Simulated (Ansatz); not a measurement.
**Quasi-harmonic thermodynamics of CdF2 (Fm-3m)**

How much does CdF2 expand with temperature?

Program: Ansatz 0.2.0. Level of theory: DFT RPBE, scalar-relativistic, plane waves, PAW. Results are calculated unless marked as measured.

### Step 1. Set-up

Symmetry: Fm-3m, No. 225, cubic system. Conventional cell: a = 5.388 Å, b = 5.388 Å, c = 5.388 Å, α = 90.00°, β = 90.00°, γ = 90.00°. Cd has 8 F at 2.33 Å nearest. Nearest to F lie 4 Cd at 2.33 Å. Farther neighbours and most contacts between anions are not listed.

### Step 2. Probe on a coarse mesh

Before spending time, one coarse run tells the gap and the pressure of the starting cell.

Input file input.yaml:

```yaml
crystal:
  lattice:
    - [0.0, 2.694, 2.694]
    - [2.694, 0.0, 2.694]
    - [2.694, 2.694, 0.0]
  atoms:
    - { symbol: Cd, position: [0.0, 0.0, 0.0] }
    - { symbol: F, position: [0.25, 0.25, 0.25] }
    - { symbol: F, position: [0.75, 0.75, 0.75] }
kpoints:
  mp_grid: { grid: [6, 6, 6] }
hamiltonian:
  xc: rpbe
scf:
  occupations: { method: gaussian, width: 0.1 }
output:
  forces: true
  stress: true
  eigenvalues: true
```

The run is started by

```console
> ansatz run input.yaml --threads 4 --pin off --max-ram 8192MiB --backend cpu --events-out ev --progress --plain --runs-dir out
```

Numbers of over 12 decimals in the logs are rounded to 6 here.

What it wrote:

```text
Engine: ansatz 0.2.0, aarch64-unknown-linux-gnu
Pseudopotentials: kind: paw
Pseudopotential: Cd, paw, valence charge 20, recommended cutoff 420 eV (normal), Cd.paw.azcp
Pseudopotential: F, paw, valence charge 7, recommended cutoff 420 eV (normal), F.paw.azcp
Functional definition: RPBE
  parameter kappa = 0.804
  parameter beta = 0.066725
  exchange = rpbe_x(kappa = kappa, mu = beta*pi^2/3)
  correlation = pbe_c(beta = beta)
Crystal: 3 atoms, lattice volume = 39.104 Å³
Basis set: ecut = 420 eV, 749 PW (Γ), exchange–correlation on 54×54×54 points (8 copies of the dense FFT grid, shifted against one another)
Bands: 21, of which v1, the nominal top of the filled ones, is band 17 counted from 1 (16 counted from 0)
Symmetry: 48 space group operations
Space group: Fm-3m (ITA 225), of the structure as read, at distance tolerance 3.4e-5 Å
k-points: 16 of 216
Non-local potential: Cd, projectors of the file, l = 0: 3, l = 1: 2, l = 2: 2, l = 3: 1
Non-local potential: F, projectors of the file, l = 0: 2, l = 1: 2, l = 2: 1
PAW form: soft (Blöchl's): semilocal exchange-correlation on the pseudo side does not see the compensation charge
PAW frozen core: Cd, regenerated for the run's functional, and the local potential with it (the file was generated under x = pbe(κ = 0.804, μ = 0.219515), c = pbe(β = 0.066725))
PAW frozen core: F, regenerated for the run's functional, and the local potential with it (the file was generated under x = pbe(κ = 0.804, μ = 0.219515), c = pbe(β = 0.066725))
PAW one-centre angular grid: Cd, 590 points (default); XC on 64 Gauss nodes
PAW one-centre angular grid: F, 110 points (default); XC on 64 Gauss nodes
Initial density: superposition of atomic densities (neutral atoms: chi_scale 0, normalization atom), corrected by the library's trained network
Initial wavefunctions: pseudopotential atomic-orbital guess
Functional: x = rpbe, c = pbe(β = 0.066725)
SCF iter   1: F=—  HF=-9884.431133 eV  |F-HF|=—  |Δ(HF+E_count)|=         —  Δρ=7.08e-3  dr2=1.57e-2  ethr=1.77e-3  ⟨swp⟩=5.2  Hψ=1326  notcnv=0
preconditioner: auto → none  [insulator: Δε(μ)=3.391 eV  Ē_g=16.862 eV  σ=0.100 eV  W_gap=1.00  n_scr=14 (ndim 8)  ℏωp=30.3 eV  f_vac=0.125  D(μ)=0.00/eV (n_scr^D=0)  ε∞_Penn≈4.2]
SCF iter   2: F=—  HF=-9884.428349 eV  |F-HF|=—  |Δ(HF+E_count)|=   2.78e-3  Δρ=3.63e-3  dr2=1.86e-3  ethr=4.61e-5  ⟨swp⟩=2.0  Hψ=697  notcnv=0
SCF iter   3: F=—  HF=-9884.427953 eV  |F-HF|=—  |Δ(HF+E_count)|=   3.95e-4  Δρ=9.78e-4  dr2=2.21e-4  ethr=5.48e-6  ⟨swp⟩=2.0  Hψ=543  notcnv=0
SCF iter   4: F=—  HF=-9884.427996 eV  |F-HF|=—  |Δ(HF+E_count)|=   4.23e-5  Δρ=4.30e-4  dr2=3.25e-5  ethr=6.51e-7  ⟨swp⟩=2.6  Hψ=512  notcnv=0
SCF iter   5: F=—  HF=-9884.428194 eV  |F-HF|=—  |Δ(HF+E_count)|=   1.99e-4  Δρ=3.33e-5  dr2=2.97e-7  ethr=9.55e-8  ⟨swp⟩=2.5  Hψ=540  notcnv=0
SCF iter   6: F=-9884.428195 eV  HF=-9884.428195 eV  |F-HF|=1.11e-8  |Δ(HF+E_count)|=   4.21e-7  Δρ=4.07e-6  dr2=2.54e-9  ethr=2.94e-10  ⟨swp⟩=5.0  Hψ=1369  notcnv=0
SCF 1 converged in 6 iterations: F = -9884.428195 eV  dr2 = 2.54e-9
  greatest PAW one-centre occupation: 1.001 electrons in one spin orbital (limit 2), on the Cd atom at site 0 (counted from 0), in its partial waves of l = 1
SCF converged after 6 iterations
Free energy (F): -9884.428195 eV
Harris-Foulkes:  -9884.428195 eV  (|F-HF|=1.11e-8)
Internal energy: -9884.428195 eV  (E = F + TS)
E sigma→0 (E₀):  -9884.428195 eV
Fermi energy:    8.280388 eV
--- Per-component energies (eV) ---
  E_band       = -474.994012
  E_kinetic    = 920.812411
  E_local      = -4237.587121  (includes V_loc(G=0)·N_el)
  E_nonlocal   = 181.376839
  E_hartree    = 1881.562131
  E_xc         = -337.048767
  E_vxc        = -425.677060  (∫ρ·V_xc dr)
  E_paw        = -4499.533425  (= ΣΔE_a)
  E_vpaw       = -677.046955  (= ΣTr[D̂ρ^β])
  E_aug_tail   = 0.004167  (compensation charges beyond the density's cutoff)
  E_ewald      = -3793.856633
  E_core_change = -0.157798  (= ΣΔE_core)
  E_smearing   = -0.000000  (= −TS)
  E_closure    = 0.000000  (closes the sum)
  Σ components = -9884.428195   (vs F -9884.428195, Δ=0.00e0)
--- Forces (eV/Å), atoms counted from 1 ---
  atom   1  Cd    -0.00000000     0.00000000    -0.00000000
  atom   2  F     -0.00000000    -0.00000000    -0.00000000
  atom   3  F      0.00000000     0.00000000     0.00000000
  max |Σ_I F_I| component: 4.63e-18 eV/Å
--- Stress (GPa, compression-positive) ---
       10.260753       0.000000       0.000000
       -0.000000      10.260753       0.000000
       -0.000000       0.000000      10.260753
  P = ⅓ Tr σ = 10.2608 GPa (102.608 kbar)
--- Band table (eV; the first three rows and the last of 16) ---
  k-point 0: bands = [... 13 lower, 5.6740, 6.1266, 6.1266, 6.1266, 9.9376, 19.5638, 19.5638, 19.5638]
  k-point 1: bands = [... 13 lower, 5.4900, 5.9033, 6.1511, 6.1511, 10.8789, 18.4926, 19.9564, 19.9564]
  k-point 2: bands = [... 13 lower, 5.0686, 5.0686, 6.2065, 6.2065, 12.7334, 17.0044, 20.8312, 20.8312]
  k-point 15: bands = [... 13 lower, 4.4612, 5.8102, 6.0635, 6.6157, 14.8421, 17.5195, 18.5999, 19.6696]
```

Wall time 0.37 s (4 threads of Arm Neoverse V2, shared host); peak memory 0.28 GiB; 0.91 s of CPU time.

This step gave:

- pressure: 10.26 GPa
- gap on the k-mesh: 3.322 eV
- volume per atom: 13.03 Å³

The start is under 10 GPa at this level and looks like an insulator or semiconductor on this mesh.

### Step 3. A loose first relaxation

The start is far from rest, so a relaxation with loose thresholds first brings it near the minimum.

Changes to input.yaml since step 2:

```diff
@@ -19 +19,6 @@
   eigenvalues: true
+relax:
+  adjacent_minimum: "off"
+  f_tol: 0.05
+  max_steps: 80
+  cell: { stress_tol: 0.5 }
```

What it wrote:

```text
[...]
Crystal: 3 atoms, lattice volume = 39.104 Å³
Basis set: ecut = 420 eV, 749 PW (Γ), exchange–correlation on 54×54×54 points (8 copies of the dense FFT grid, shifted against one another)
Bands: 21, of which v1, the nominal top of the filled ones, is band 17 counted from 1 (16 counted from 0)
Symmetry: 48 space group operations
[...]
k-points: 16 of 216
[...]
SCF iter   1: F=—  HF=-9884.431133 eV  |F-HF|=—  |Δ(HF+E_count)|=         —  Δρ=7.08e-3  dr2=1.57e-2  ethr=1.77e-3  ⟨swp⟩=5.2  Hψ=1326  notcnv=0
[...]
SCF iter   6: F=-9884.428195 eV  HF=-9884.428195 eV  |F-HF|=1.11e-8  |Δ(HF+E_count)|=   4.21e-7  Δρ=4.07e-6  dr2=2.54e-9  ethr=2.94e-10  ⟨swp⟩=5.0  Hψ=1369  notcnv=0
SCF 1 converged in 6 iterations: F = -9884.428195 eV  dr2 = 2.54e-9
[...]
relax step   1: F+E_penalty+E_count = -9884.42819474 eV  Δ(F+E_penalty+E_count) = +0.000e0 eV  max|allowed force component| = 4.626e-18 eV/Å  Δτ_max = 0.0000 Å  P = +10.261 GPa  Ω = 39.104 Å³  (6 SCF iters, dr2 threshold 1.00e-7 eV, accepted)
Crystal: 3 atoms, lattice volume = 42.634 Å³
Basis set: ecut = 420 eV, 869 PW (Γ), exchange–correlation on 54×54×54 points (8 copies of the dense FFT grid, shifted against one another)
[...]
iter 1 solved again at ethr=2.26e-4 eV; its pass at ethr=3.10e-3 eV (dr2=7.67e-2 eV) is discarded
[...]
SCF iter   6: F=-9884.526430 eV  HF=-9884.526430 eV  |F-HF|=1.86e-8  |Δ(HF+E_count)|=   6.97e-6  Δρ=9.43e-6  dr2=1.46e-8  ethr=8.82e-10  ⟨swp⟩=3.4  Hψ=1484  notcnv=0
SCF 2 converged in 6 iterations: F = -9884.526430 eV  dr2 = 1.46e-8
relax step   2: F+E_penalty+E_count = -9884.52643033 eV  Δ(F+E_penalty+E_count) = -9.824e-2 eV  max|allowed force component| = 2.583e-17 eV/Å  Δτ_max = 0.0000 Å  P = +0.386 GPa  Ω = 42.634 Å³  energy of the carried Pulay correction = -1.213e-2 eV  (6 SCF iters, dr2 threshold 3.00e-7 eV, accepted)
[...]
SCF iter   6: F=-9884.547227 eV  HF=-9884.547227 eV  |F-HF|=2.40e-10  |Δ(HF+E_count)|=  7.95e-10  Δρ=1.05e-6  dr2=2.75e-10  ethr=8.82e-12  ⟨swp⟩=4.0  Hψ=1089  notcnv=0
SCF 3 converged in 6 iterations: F = -9884.547227 eV  dr2 = 2.75e-10
relax step   3: F+E_penalty+E_count = -9884.54722731 eV  Δ(F+E_penalty+E_count) = -2.080e-2 eV  max|allowed force component| = 1.850e-17 eV/Å  Δτ_max = 0.0000 Å  P = +1.271 GPa  Ω = 42.634 Å³  stress off target by 1.27e0 GPa  SCF on the basis re-selected at this cell (its energy is not comparable with the rows above)  (6 SCF iters)
[...]
relax step   4: F+E_penalty+E_count = -9884.54789151 eV  Δ(F+E_penalty+E_count) = -6.642e-4 eV  max|allowed force component| = 2.313e-17 eV/Å  Δτ_max = 0.0000 Å  P = +0.288 GPa  Ω = 43.133 Å³  energy of the carried Pulay correction = -1.744e-3 eV  (5 SCF iters, dr2 threshold 3.00e-7 eV, accepted)
[...]
SCF iter   5: F=-9884.549964 eV  HF=-9884.549964 eV  |F-HF|=2.69e-9  |Δ(HF+E_count)|=   2.78e-8  Δρ=1.20e-6  dr2=2.55e-10  ethr=8.82e-12  ⟨swp⟩=4.9  Hψ=1276  notcnv=0
SCF 5 converged in 5 iterations: F = -9884.549964 eV  dr2 = 2.55e-10
relax step   5: F+E_penalty+E_count = -9884.54996395 eV  Δ(F+E_penalty+E_count) = -2.072e-3 eV  max|allowed force component| = 1.465e-17 eV/Å  Δτ_max = 0.0000 Å  P = +0.312 GPa  Ω = 43.133 Å³  stress off target by 3.12e-1 GPa  SCF on the basis re-selected at this cell (its energy is not comparable with the rows above)  (5 SCF iters)
[...]
SCF converged after 5 iterations
Free energy (F): -9884.549964 eV
[...]
Internal energy: -9884.549964 eV  (E = F + TS)
E sigma→0 (E₀):  -9884.549964 eV
Fermi energy:    6.714515 eV
[...]
--- Stress (GPa, compression-positive) ---
        0.312306      -0.000000      -0.000000
       -0.000000       0.312306      -0.000000
       -0.000000      -0.000000       0.312306
  P = ⅓ Tr σ = 0.3123 GPa (3.123 kbar)
--- Band table (eV; the first three rows and the last of 16) ---
  k-point 0: bands = [... 13 lower, 4.5027, 4.6359, 4.6359, 4.6359, 8.1919, 17.6795, 17.6795, 17.6795]
  k-point 1: bands = [... 13 lower, 4.2899, 4.5095, 4.7171, 4.7171, 9.0674, 16.6259, 18.0025, 18.0025]
  k-point 2: bands = [... 13 lower, 3.9441, 3.9441, 4.7765, 4.7765, 10.7608, 15.1716, 18.7027, 18.7027]
  k-point 15: bands = [... 13 lower, 3.3787, 4.5296, 4.8457, 5.2288, 12.6334, 15.5137, 16.8799, 17.5055]
--- Relaxed structure (3 steps of the walk, 3 accepted, 2 SCFs on fresh bases) ---
  F+E_penalty+E_count = -9884.54996395 eV   max|allowed force component| = 1.465e-17 eV/Å   (the final SCF, on the basis selected at the relaxed cell)
  cell:  # Å, volume = 43.1326 Å³
    - [0, 2.783505, 2.783505]
    - [2.783505, 0, 2.783505]
    - [2.783505, 2.783505, 0]
  atoms:
    - { symbol: Cd, position: [0, 0, 0] }
    - { symbol: F, position: [0.25, 0.25, 0.25] }
    - { symbol: F, position: [0.75, 0.75, 0.75] }
```

It took 1.5 s on 4 threads; peak memory 0.3 GiB.

The steps of the relaxation:

| step | energy less that of the first step (eV) | largest force component (eV/Å) | pressure (GPa) | volume (Å³) |
| --- | --- | --- | --- | --- |
| 1 | 0.0000 | 0.0000 | 10.26 | 39.10 |
| 2 | -0.0982 | 0.0000 | 0.39 | 42.63 |
| 3* | -0.1190 | 0.0000 | 1.27 | 42.63 |
| 4 | -0.1197 | 0.0000 | 0.29 | 43.13 |
| 5* | -0.1218 | 0.0000 | 0.31 | 43.13 |

Relaxation steps marked * repeat the geometry before them on a plane-wave basis chosen anew for their cell, so energy and pressure can jump there.

The run keeps the 48 symmetry operations that it works with, so distortions that break them were not tested.

| conventional cell, symmetrised | before | after | change |
| --- | --- | --- | --- |
| a (Å) | 5.388 | 5.567 | +3.3 % |
| b (Å) | 5.388 | 5.567 | +3.3 % |
| c (Å) | 5.388 | 5.567 | +3.3 % |
| volume (Å³/atom) | 13.03 | 14.38 | +10.3 % |

Final coordinates:

```
Cd F
1.0
     0.00000    2.78350    2.78350
     2.78350    0.00000    2.78350
     2.78350    2.78350    0.00000
Cd F
1 2
Direct
  0.00000 0.00000 0.00000
  0.25000 0.25000 0.25000
  0.75000 0.75000 0.75000
```

This step gave:

```yaml
pressure: 0.3123 GPa
gap_on_the_k_mesh: 2.963 eV
volume_per_atom: 14.38 Å³
```

The relaxation ends with a pressure of 0.31 GPa.

### Step 4. Relaxation

Phonons are second derivatives about a minimum, so cell and atoms are relaxed first, inside the symmetry of the start.

Input file input.yaml:

```yaml
crystal:
  lattice:
    - [0.0, 2.7835046459, 2.7835046459]
    - [2.7835046459, 0.0, 2.7835046459]
    - [2.7835046459, 2.7835046459, 0.0]
  atoms:
    - { symbol: Cd, position: [0.0, 0.0, 0.0] }
    - { symbol: F, position: [0.25, 0.25, 0.25] }
    - { symbol: F, position: [0.75, 0.75, 0.75] }
kpoints:
  mp_grid: { grid: [8, 8, 8] }
hamiltonian:
  xc: rpbe
scf:
  occupations: { method: gaussian, width: 0.02 }
output:
  forces: true
  stress: true
  eigenvalues: true
relax:
  adjacent_minimum: "off"
  f_tol: 0.005
  max_steps: 80
  cell: { stress_tol: 0.05 }
```

What it wrote:

```text
[...]
Crystal: 3 atoms, lattice volume = 43.133 Å³
Basis set: ecut = 420 eV, 869 PW (Γ), exchange–correlation on 54×54×54 points (8 copies of the dense FFT grid, shifted against one another)
Bands: 21, of which v1, the nominal top of the filled ones, is band 17 counted from 1 (16 counted from 0)
Symmetry: 48 space group operations
[...]
k-points: 29 of 512
[...]
k-point 28: bands = [... 13 lower, 3.8995, 3.8995, 4.7848, 5.1949, 12.5641, 16.3780, 16.3780, 16.7147]
--- Relaxed structure (2 steps of the walk, 2 accepted, 1 SCFs on fresh bases) ---
[...]
cell:  # Å, volume = 43.2960 Å³
    - [0, 2.787016, 2.787016]
    - [2.787016, 0, 2.787016]
    - [2.787016, 2.787016, 0]
  atoms:
    - { symbol: Cd, position: [0, 0, 0] }
    - { symbol: F, position: [0.25, 0.25, 0.25] }
    - { symbol: F, position: [0.750000, 0.750000, 0.750000] }
[key lines of the parts left out:]
SCF converged after 6 iterations
Free energy (F): -9884.550019 eV
Fermi energy:    6.661751 eV
P = ⅓ Tr σ = 0.0118 GPa (0.118 kbar)
```

The job ended after 1.3 s (4 threads; peak memory 0.33 GiB).

The steps of the relaxation:

| step | energy less that of the first step (eV) | largest force component (eV/Å) | pressure (GPa) | volume (Å³) |
| --- | --- | --- | --- | --- |
| 1 | 0.0000 | 0.0000 | 0.31 | 43.13 |
| 2 | 0.0004 | 0.0000 | -0.01 | 43.30 |
| 3* | -0.0003 | 0.0000 | 0.01 | 43.30 |

Relaxation steps marked * repeat the geometry before them on a plane-wave basis chosen anew for their cell, so energy and pressure can jump there.

Forces are held to the 48 operations that the run works with; a distortion that breaks them can't arise in this run.

| conventional cell, symmetrised | before | after | change |
| --- | --- | --- | --- |
| a (Å) | 5.567 | 5.574 | +0.1 % |
| b (Å) | 5.567 | 5.574 | +0.1 % |
| c (Å) | 5.567 | 5.574 | +0.1 % |
| volume (Å³/atom) | 14.38 | 14.43 | +0.4 % |

Final coordinates:

```
Cd F
1.0
     0.00000    2.78702    2.78702
     2.78702    0.00000    2.78702
     2.78702    2.78702    0.00000
Cd F
1 2
Direct
  0.00000 0.00000 0.00000
  0.25000 0.25000 0.25000
  0.75000 0.75000 0.75000
```

This step gave:

- pressure: 0.01182 GPa
- gap on the k-mesh: 2.933 eV
- volume per atom: 14.43 Å³

### Step 5. Relaxing to small residual forces and stress

The relaxation is repeated with tighter thresholds on force and stress, since phonons are sensitive to what is left; a change of mesh or smearing in the input moves the cell too.

input.yaml, the sections that differ from step 4:

```yaml
crystal:
  lattice:
    - [0.0, 2.7870157695, 2.7870157695]
    - [2.7870157695, 0.0, 2.7870157695]
    - [2.7870157695, 2.7870157695, 0.0]
  atoms:
    - { symbol: Cd, position: [0.0, 0.0, 0.0] }
    - { symbol: F, position: [0.25, 0.25, 0.25] }
    - { symbol: F, position: [0.75, 0.75, 0.75] }
scf:
  occupations: { method: fixed }
relax:
  adjacent_minimum: "off"
  f_tol: 0.001
  max_steps: 60
  cell: { stress_tol: 0.01 }
# kpoints, hamiltonian, output: as in step 4
```

What it wrote:

```text
[...]
Crystal: 3 atoms, lattice volume = 43.296 Å³
Basis set: ecut = 420 eV, 869 PW (Γ), exchange–correlation on 54×54×54 points (8 copies of the dense FFT grid, shifted against one another)
Bands: 21, of which v1, the nominal top of the filled ones, is band 17 counted from 1 (16 counted from 0)
Symmetry: 48 space group operations
[...]
k-points: 29 of 512
[...]
k-point 28: bands = [... 13 lower, 3.8978, 3.8978, 4.7831, 5.1930, 12.5609, 16.3750, 16.3750, 16.7122]
--- Relaxed structure (2 steps of the walk, 2 accepted, 1 SCFs on fresh bases) ---
[...]
cell:  # Å, volume = 43.3025 Å³
    - [0, 2.787154, 2.787154]
    - [2.787154, 0, 2.787154]
    - [2.787154, 2.787154, 0]
  atoms:
    - { symbol: Cd, position: [0, 0, 0] }
    - { symbol: F, position: [0.25, 0.25, 0.25] }
    - { symbol: F, position: [0.75, 0.75, 0.75] }
[key lines of the parts left out:]
SCF converged after 9 iterations
Free energy (F): -9884.549998 eV
Fermi energy:    5.192959 eV
P = ⅓ Tr σ = -0.0000 GPa (-0.000 kbar)
```

It took 1.4 s on 4 threads; peak memory 0.32 GiB; 4.3 s of CPU time.

Little changed from the start: no atom moved by 0.005 Å and no cell edge by 0.1 %.

This step gave:

```yaml
pressure: -7.08e-6 GPa
```

The residual pressure is -7.1e-6 GPa, small enough for phonons.

[end of part 1 of 3]

[Logs are printed without paths, hosts, clocks, repeated set-up lines and the standing remarks that a program may print on its own settings, such as how far it seeks lower states.]

[Hosts, paths, dates, database ids (printed as entryN), source tags and the programs' standing remarks are cut or masked in the printed files.]

[A step with changed settings may run another functional than the one named; its input shows which.]

[Pressures of single members of a volume series are the stress at the run's cutoff; with an incomplete basis they can lie off −dE/dV of the same runs, and they are not shown converged.]
